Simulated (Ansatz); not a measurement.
## O on Ni(100): change of the work function: cost of one run

Ansatz 0.2.0; plane-wave DFT, PBE, Ansatz PAW. The cell holds 18 atoms.

File input.yaml:

```yaml
crystal:
  lattice:
    - [4.9780317396, 0.0, 0.0]
    - [0.0, 4.9780317396, 0.0]
    - [0.0, 0.0, 24.0913370967]
  atoms:
    - { symbol: Ni, position: [0.25, 0.25, 0.3735782686], spin: 0.76 }
    - { symbol: Ni, position: [0.0, 0.0, 0.4466335744], spin: 0.69 }
    - { symbol: Ni, position: [0.25, 0.25, 0.520608255], spin: 0.7 }
[... 9 atom lines left out ...]
    - { symbol: Ni, position: [0.75, 0.75, 0.3735782686], spin: 0.76 }
    - { symbol: Ni, position: [0.5, 0.5, 0.4466335744], spin: 0.69 }
    - { symbol: Ni, position: [0.75, 0.75, 0.520608255], spin: 0.7 }
    - { symbol: Ni, position: [0.5, 0.5, 0.5909020969], spin: 0.76 }
    - { symbol: O, position: [0.25, 0.25, 0.6264217314] }
    - { symbol: O, position: [0.75, 0.75, 0.6264217314] }
magnetization:
  spin_polarized: true
kpoints:
  mp_grid: { grid: [6, 6, 1] }
hamiltonian:
  xc: pbe
scf:
  occupations: { method: fermi_dirac, width: 0.1 }
  convergence: { dr2_threshold: 1.0e-08 }
efield:
  axis: 3
  dipole_correction: true
  ramp_position: 0.97
  ramp_width: 0.06
relax:
  f_tol: 0.02
  max_steps: 60
  constraints: [{ sites: [0, 1, 4, 5, 8, 9, 12, 13] }]
output:
  dos: { projected: true, e_range: [-8, 4] }
  write_potential: true
  write_density: true
  volumetric_format: npy
  elf: true
```

Launch:

```console
> ansatz run input.yaml --threads 4 --pin off --max-ram 16384MiB --backend cpu --events-out ev --progress --plain --runs-dir out
```

The cutoff in use is 420 eV. For reference, a run of the same kind (5 atoms, 28 k-points, 49 bands, 2,905 plane waves and two spins; 76 SCF cycles) took 2.6 min and 0.66 GiB on the same hardware.

**Question.** How long does this run take on 4 threads of Arm Neoverse N1, shared host, and how much memory does it need?

A cutoff of 420 eV is a sphere of radius 10.5 Å⁻¹, so a cell of 597 Å³ holds about V·G³/6π² = 11,667 plane waves. Symmetry cuts the 6×6×1 mesh from 36 to 10 points. The run has 10 k-points, 187 bands, 11,701 plane waves and two spins. Taking the work of a cycle as k-points × spins × bands × plane waves, that is 5.5 times the reference, or 15 min at the reference's 76 cycles. The run needed 73 SCF cycles over 5 ionic steps, which makes it about 14 min. One copy of the wavefunctions takes 0.65 GiB at 16 bytes a coefficient, against 0.12 GiB in the reference; grids, projectors and work arrays come on top. Measured: about 17 min, with a peak of 3.7 GiB. The estimate holds within 25 %.

[Logs are printed without paths, hosts, clocks, repeated set-up lines and the standing remarks that a program may print on its own settings, such as how far it seeks lower states.]

[Hosts, paths, dates, database ids (printed as entryN), source tags and the programs' standing remarks are cut or masked in the printed files.]

[Maps of the electrostatic potential energy from Ansatz leave out the sawtooth potential of an applied field or a dipole correction, so their vacuum need not be flat; planar profiles and work functions include it.]
